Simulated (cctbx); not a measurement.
**Diagnosing a refinement**

Cell a = 6.7500 Å, b = 6.7960 Å, c = 9.4120 Å, α = 89.49°, β = 89.79°, γ = 89.96°; space group P-1 (no. 2).

Simulated single-crystal data (cctbx): Mo Kα, λ = 0.71073 Å, to d = 0.6 Å, 95 % of the full sphere, strongest reflection 70000 counts, noise from counting, a 2 % proportional error and a noise floor of 15 counts (s.d.); no absorption.

An anisotropic refinement with weights 1/σ² prints:

```text
Rint 0.021, 4185 unique reflections to 0.60 A
cycle     R1     wR2    GooF  max shift (A)
   1  0.2565  0.4954  12.068   0.00784
   3  0.1090  0.2484   6.050   0.00038
final R1 0.1095 wR2 0.2483 GooF 6.050  parameters 96  data/parameter 43.6
atom        x        y        z      Ueq    occ   su(xyz)  su(Uiso or U11)
Sr1    0.99665  0.02381  0.74370   0.0052  1.000  0.00016  0.0004
Sr2    0.50611  0.48095  0.25154   0.0034  1.000  0.00015  0.0004
Se1    0.50000  0.00000  0.50000   0.0040  1.000  0.00000  0.0006
Se2    0.00000  0.50000  0.00000   0.0059  1.000  0.00000  0.0006
Co1    0.50000  0.00000  0.00000   0.0059  1.000  0.00000  0.0009
Co2    0.00000  0.50000  0.50000   0.0040  1.000  0.00000  0.0008
S1     0.06922  0.50798  0.23698   0.0066  1.000  0.00043  0.0011
S2     0.55964  0.98717  0.74299   0.0033  1.000  0.00039  0.0009
S3     0.71443  0.74401  0.47085   0.0127  1.000  0.00052  0.0013
Se3    0.22779  0.75962  0.96669   0.0420  1.000  0.00043  0.0014
S4     0.74722  0.72157  0.03470   0.0042  1.000  0.00040  0.0009
S5     0.74846  0.22360  0.47204   0.0112  1.000  0.00049  0.0011
difference map: max 13.08 min -15.82 rms 1.21
Q1    0.4892  0.5271  0.7492    2   13.18  0.06 A from Sr2
Q2    0.5000  0.0000  0.5000    1   11.42  0.00 A from Se1
Q3    0.0098  0.0215  0.7604    2   10.67  0.18 A from Sr1
Q4    0.5000  0.0000  0.0000    1   10.34  0.00 A from Co1
Q5    0.0000  0.5000  0.0000    1   10.04  0.00 A from Se2
Q6    0.0000  0.5000  0.5000    1   10.02  0.00 A from Co2
```

Q: Accept it or mend it, and why?

Mend it. The fault: wrong element: Se3 is S. Against the right model at the same level, R1 goes from 0.0191 to 0.1095 and GooF from 0.92 to 6.05, U of Se3 swells from 0.0073 to 0.0420 Å², U of S2 shrinks from 0.0077 to 0.0033 Å², U of Sr2 shrinks from 0.0070 to 0.0034 Å², U of Se1 shrinks from 0.0080 to 0.0040 Å², the top difference peak, 13.2 e/Å³, lies on Sr2 and a hole of -15.8 e/Å³ opens. Se3 has 18 electrons too many and its U swells to shed them, as expected.

The compound is Sr2CoSeS6. The right model at the same level gives:

```text
Rint 0.021, 4185 unique reflections to 0.60 A
cycle     R1     wR2    GooF  max shift (A)
   1  0.0376  0.0750   1.826   0.00242
   2  0.0191  0.0377   0.919   0.00000
final R1 0.0191 wR2 0.0377 GooF 0.919  parameters 96  data/parameter 43.6
atom        x        y        z      Ueq    occ   su(xyz)  su(Uiso or U11)
Sr1    0.99694  0.02394  0.74375   0.0093  1.000  0.00002  0.0001
Sr2    0.50610  0.48071  0.25149   0.0070  1.000  0.00002  0.0001
Se1    0.50000  0.00000  0.50000   0.0080  1.000  0.00000  0.0001
Se2    0.00000  0.50000  0.00000   0.0097  1.000  0.00000  0.0001
Co1    0.50000  0.00000  0.00000   0.0093  1.000  0.00000  0.0001
Co2    0.00000  0.50000  0.50000   0.0073  1.000  0.00000  0.0001
S1     0.06950  0.50819  0.23672   0.0109  1.000  0.00006  0.0002
S2     0.55968  0.98721  0.74306   0.0077  1.000  0.00006  0.0001
S3     0.71419  0.74458  0.47122   0.0171  1.000  0.00008  0.0002
S4     0.22751  0.75980  0.96684   0.0073  1.000  0.00006  0.0001
S5     0.74712  0.72155  0.03436   0.0081  1.000  0.00006  0.0001
S6     0.74925  0.22277  0.47095   0.0178  1.000  0.00008  0.0002
difference map: max 0.98 min -0.98 rms 0.24
Q1    0.0040  0.4984  0.0869    2    1.05  0.82 A from Se2
Q2    0.2421  0.8248  0.3829    2    0.99  1.41 A from S6
Q3    0.3545  0.2786  0.0781    2    0.95  1.26 A from S5
Q4    0.2092  0.9317  0.3459    2    0.90  1.66 A from Sr1
Q5    0.3970  0.4285  0.4677    2    0.89  1.50 A from S3
Q6    0.4863  0.7960  0.6764    2    0.88  1.53 A from S2
```

This is a model crystal, built by substitution and not relaxed, with assumed displacement parameters.

[Middle refinement cycles are left out of these outputs.]

[Logs are printed without paths, hosts, clocks, repeated set-up lines and the standing remarks that a program may print on its own settings, such as how far it seeks lower states.]
